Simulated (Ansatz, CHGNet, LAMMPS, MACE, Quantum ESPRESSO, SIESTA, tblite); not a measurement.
# Zn2+ BF4- in dimethoxyethane and tetrahydrofuran at 480 K (85 atoms) in other programs, against a plane-wave reference

Aim: run Zn2+ BF4- in dimethoxyethane and tetrahydrofuran at 480 K (85 atoms) in several programs and set results and cost side by side. A plane-wave run serves as the reference.

Main program and level: Quantum ESPRESSO 7.5; Kohn-Sham DFT, PBE, SSSP efficiency 1.3.0 pseudopotentials, plane waves.

**1. Starting point**

The cell holds 85 atoms: 20 C, 8 O, 46 H, 2 B, 8 F and 1 Zn. Cell: a = 10.026 Å, b = 10.026 Å, c = 10.026 Å, α = 90.0°, β = 90.0°, γ = 90.0°. 3 dimethoxyethane, 2 tetrahydrofuran, 1 Zn2+, 2 BF4- placed at random, at 1.08 g/cm³; overlaps pushed apart, then 10 ps at 550 K with stiff harmonic cages for PF6 and BF4 with UFF radii; divalent ions of Li, Roberts, Chakravorty and Merz (J. Chem. Theory Comput. 9, 2733 (2013)); MMFF94 bonds, angles, torsions, charges and radii (Halgren, J. Comput. Chem. 17, 490 (1996)) in harmonic and 12-6 forms; charges of ions scaled by 0.8. Snapshot after 30 ps at 480 K and fixed volume.

**2. The reference run**

pw.in

```
&control
  calculation = 'scf'
  pseudo_dir = './pseudo'
  outdir = './tmp'
  disk_io = 'none'
  tprnfor = .true.
  tstress = .true.
/
&system
  ibrav = 0
  nat = 85
  ntyp = 6
  ecutwfc = 60
  ecutrho = 480
  nosym = .true.
  occupations = 'smearing'
  smearing = 'fd'
  degauss = 0.003675
/
&electrons
  conv_thr = 4.3e-07
  electron_maxstep = 100
  mixing_beta = 0.4
  mixing_mode = 'plain'
  diagonalization = 'david'
/
ATOMIC_SPECIES
C 12.011 C.upf
O 15.999 O.upf
H 1.008 H.upf
B 10.810 B.upf
F 18.998 F.upf
Zn 65.380 Zn.upf
CELL_PARAMETERS angstrom
10.02554 0.00000 0.00000
0.00000 10.02554 0.00000
0.00000 0.00000 10.02554
ATOMIC_POSITIONS crystal
C 0.73336 0.58449 0.71775
O 0.59029 0.57258 0.69394
C 0.56928 0.61204 0.55735
C 0.60080 0.75681 0.53298
O 0.73802 0.75883 0.49735
C 0.74879 0.73364 0.35598
H 0.77551 0.68383 0.70818
H 0.78233 0.50717 0.66072
H 0.73187 0.56574 0.82124
H 0.62720 0.54569 0.48716
H 0.46509 0.59692 0.54146
H 0.58362 0.81263 0.62877
[... 69 atom lines left out ...]
F 0.53514 0.29627 0.43844
F 0.52981 0.08934 0.34195
F 0.33312 0.19070 0.43341
Zn 0.17771 0.16951 0.53776
K_POINTS gamma
```

On the command line:

```bash
> OMP_NUM_THREADS=1 mpirun -np 2 pw.x -in pw.in > output.txt
```

The program printed:

```text
Program PWSCF
     gamma-point specific algorithms are used
     Parallelization info
     sticks:   dense  smooth     PW     G-vecs:    dense   smooth      PW
     Min        6852    3430    862               603768   213606   26677
     Max        6853    3431    863               603773   213611   26678
     Sum       13705    6861   1725              1207541   427217   53355
     bravais-lattice index     =            0
     lattice parameter (alat)  =      18.9455  a.u.
     unit-cell volume          =    6800.1724 (a.u.)^3
     number of atoms/cell      =           85
     number of atomic types    =            6
     number of electrons       =       256.00
     number of Kohn-Sham states=          154
     kinetic-energy cutoff     =      60.0000  Ry
[... lines left out ...]
     scf convergence threshold =      4.3E-07
[... lines left out ...]
     number of k points=     1  Fermi-Dirac smearing, width (Ry)=  0.0037
[... lines left out ...]
     total energy              =   -1619.42969110 Ry
[... lines left out ...]
     total energy              =   -1620.02305417 Ry
[... lines left out ...]
     total energy              =   -1620.03230910 Ry
[... lines left out ...]
     total energy              =   -1620.04191252 Ry
[... lines left out ...]
     total energy              =   -1620.04191502 Ry
[... lines left out ...]
  -125.2850 -79.5765 -79.4841 -79.4650 -26.2837 -25.9299 -24.7567 -24.3489
   -24.2620 -23.5003 -23.3796 -23.1353 -22.8966 -22.4310 -22.4231 -22.3535
   -21.8081 -21.4073 -20.9890 -20.7546 -16.9059 -15.5926 -15.0863 -14.6112
[...]
4.7672   4.9400   5.0297   5.0877   5.1472   5.2099   5.3558   5.4857
     5.5358   5.6301   5.7190   5.7464   5.7806   5.9414   6.0254   6.2211
     6.3263   6.4113
     the Fermi energy is     0.6911 ev
!    total energy              =   -1620.04191532 Ry
     estimated scf accuracy    <       0.00000021 Ry
     smearing contrib. (-TS)   =      -0.00000000 Ry
     internal energy E=F+TS    =   -1620.04191532 Ry
     The total energy is F=E-TS. E is the sum of the following terms:
     one-electron contribution =   -2332.60194061 Ry
     hartree contribution      =    1244.61029423 Ry
     xc contribution           =    -308.91064147 Ry
     ewald contribution        =     -23.76975957 Ry
     one-center paw contrib.   =    -199.36986789 Ry
     convergence has been achieved in   9 iterations
     Forces acting on atoms (cartesian axes, Ry/au):
     atom    1 type  1   force =    -0.06288664   -0.01740986    0.02747180
     atom    2 type  2   force =     0.03987594    0.02708550   -0.04065271
     atom    3 type  1   force =    -0.01172886   -0.03573742    0.02716686
[...]
atom   84 type  5   force =     0.03438349   -0.00397611   -0.02110972
     atom   85 type  6   force =     0.05561203   -0.06375612   -0.02158251
     Total force =     0.703187     Total SCF correction =     0.001571
     Computing stress (Cartesian axis) and pressure
          total   stress  (Ry/bohr**3)                   (kbar)     P=       28.52
   0.00010086   0.00001532   0.00001482           14.84        2.25        2.18
   0.00001532   0.00017568  -0.00011256            2.25       25.84      -16.56
   0.00001482  -0.00011256   0.00030504            2.18      -16.56       44.87
     Message from routine punch:
     Nothing written, as per user request (disk_io='none')
```

Elapsed: 95 s, on 2 MPI ranks of Arm Neoverse V2, shared host; peak memory 2.5 GiB; 3.2 min of CPU time.

Banners, paths, timers and routine set-up lines are dropped from the logs unmarked, and long logs keep their key lines alone; longer cuts are marked.

Numbers from this run:

```
r.m.s. force component                           : 1.132 eV/Å
longest force                                    : 4.736 eV/Å
pressure                                         : 2.852 GPa
gap (highest filled to lowest empty level) : 4.052 eV
```

**3. The other programs**

The programs:
- CHGNet: machine-learned potential, published weights.
- MACE: machine-learned potential, published weights.
- Quantum ESPRESSO 7.5: plane waves; labels (QE) give functional, pseudopotential set and cutoffs of waves/density.
- SIESTA 5.4.2: numerical atomic orbitals, whose automatically made sets are far from complete, with PseudoDojo norm-conserving potentials that we converted to its format (checked against plane waves on the same files for H, C, O, Si, Ge and Ca alone); labels give functional, basis size, energy shift and mesh cutoff.
- tblite 0.8.0: extended tight binding, driven from Python.

All use the same cell and atoms; the electronic-structure runs use the same k-mesh, and an electronic temperature of 580 K (0.05 eV) where levels are smeared.

Differences are against the plane-wave reference, forces as r.m.s. over components; share is that over the reference's r.m.s. force, slope the least-squares factor from reference forces to these. Total energies of different programs have different zeros and aren't compared.

```csv
run,"Δ force, r.m.s. (meV/Å)",share (%),slope,Δ pressure (GPa),Δ gap (eV),cores,CPU time,memory (GiB)
reference,-,-,-,-,-,2,3.2 min,2.5
CHGNet 0.3.0 potential,215,19.0,0.930,-0.343,-,1,3.8 s,1.5
CHGNet r2SCAN potential,305,26.9,0.843,-1.75,-,1,3.5 s,1.5
MACE MP-0b3 medium potential,165,14.6,0.966,-0.145,-,1,7.2 s,1.1
"QE PBE+D3(BJ), sssp-1.3.0-efficiency, 60/480 Ry",6.64,0.587,0.999,-0.553,0,2,3.2 min,2.5
"SIESTA PBE, DZ, shift 0.01 Ry, mesh 500 Ry (coarse)",458,40.5,1.087,2.84,0.821,1,71 s,0.79
"SIESTA PBE, DZP, shift 0.01 Ry, mesh 500 Ry",340,30.0,1.080,1.44,0.506,2,2.8 min,1.6
"SIESTA PBE, SZ, shift 0.01 Ry, mesh 500 Ry (coarse)",2054,181,1.222,16.8,-0.785,1,57 s,0.7
"SIESTA PBE, SZP, shift 0.01 Ry, mesh 500 Ry (coarse)",1114,98.4,1.122,6.31,0.356,2,2.2 min,1.5
tblite GFN1-xTB,299,26.4,0.936,-2.55,-,1,2.2 s,0.16
```

Rows marked coarse were listed beforehand as settings not expected to be converged; some can still land near the reference.

Times of the machine-learned potentials are mostly Python's start and the loading of weights.

CPU time is summed over cores on a shared host, where runs went side by side, so it is rough. Symmetry, cutoffs, thresholds, outputs and thread counts weren't matched or tuned between programs; memory under MPI is the largest rank's times the ranks.

**4. Summary of results**

```
reference r.m.s. force component                       : 1.13 eV/Å
nearest in forces                                      : QE PBE+D3(BJ), sssp-1.3.0-efficiency, 60/480 Ry, 0.59 %
farthest in forces                                     : SIESTA PBE, SZ, shift 0.01 Ry, mesh 500 Ry (coarse), 181 %
cheapest electronic-structure run beside the reference : tblite GFN1-xTB, 2.2 s of CPU time
```

The PBE run in local orbitals, coarse settings apart, differs by 30 % (SIESTA PBE, DZP, shift 0.01 Ry, mesh 500 Ry); basis, grid and potentials can all enter. Tight binding differs by 26 % (tblite GFN1-xTB); it is another model, with fitted parameters of its own, and the xTB methods hold dispersion. Machine-learned potentials differ by 15 % (MACE MP-0b3 medium potential) to 27 % (CHGNet r2SCAN potential); they were trained on other programs' data, some at another functional. In the reference's own program, potentials and cutoffs, a change of model alone moves forces by 0.59 % (QE PBE+D3(BJ), sssp-1.3.0-efficiency, 60/480 Ry). Runs with settings chosen to be coarse differ by 40 % (SIESTA PBE, DZ, shift 0.01 Ry, mesh 500 Ry) to 181 % (SIESTA PBE, SZ, shift 0.01 Ry, mesh 500 Ry), their programs' other errors included. Of the electronic-structure runs that take under half the reference's CPU time, tblite GFN1-xTB comes nearest, at 26 % in 2.2 s against 3.2 min; its pressure misses by -2.6 GPa. At the same functional, gaps differ from the reference's 4.05 eV by between -0.79 and +0.82 eV. A likely cause of the wide gaps: compact atomic orbitals describe empty levels worse than filled ones. In pressure, SIESTA PBE, SZ, shift 0.01 Ry, mesh 500 Ry misses by +16.8 GPa, at the same functional. In the reference: filled and empty levels are parted by 4.05 eV (on the run's k-points); a semilocal functional tends to put such gaps too low. In a disordered cell it changes from sample to sample and from frame to frame. Periodic xTB results under one method name differ between programs and library versions. With short bonds to hydrogen, sets of potentials differ among themselves by several per cent in forces even at converged cutoffs, so the reference isn't exact here either. The reference's pressure holds the uncorrected Pulay stress of its 60 Ry basis, so small pressure differences, and their order, may be the reference's own error. Machine-learned potentials mimic data converged in k, so the reference's own k-point error enters their differences. The network of contacts between molecules at the start is that of the classical potential that made the cell, and needn't be the one that DFT or experiment would give. The reference's stress is far from hydrostatic: its diagonal is 1.5, 2.6, 4.5 GPa, compression counted positive. The reference's PBE has no dispersion term, which matters for the binding between molecules or layers. The density was typed from a rule of thumb and may lie off the real one at this temperature. The electronic-structure runs sample only Γ, in a cell whose shortest periodic width is 10 Å.

[Also dropped from logs without a mark: logging warnings of Python, and SIESTA's first energy breakdown and zero terms.]

[Logs are printed without paths, hosts, clocks, repeated set-up lines and the standing remarks that a program may print on its own settings, such as how far it seeks lower states.]

[Hosts, paths, dates, database ids (printed as entryN), source tags and the programs' standing remarks are cut or masked in the printed files.]

[The MMFF94 radii named for the starting cell were scaled by 0.96; in molecules described by MMFF94, hydrogen bound to N, O or S took a small fixed 12-6 site in their place.]
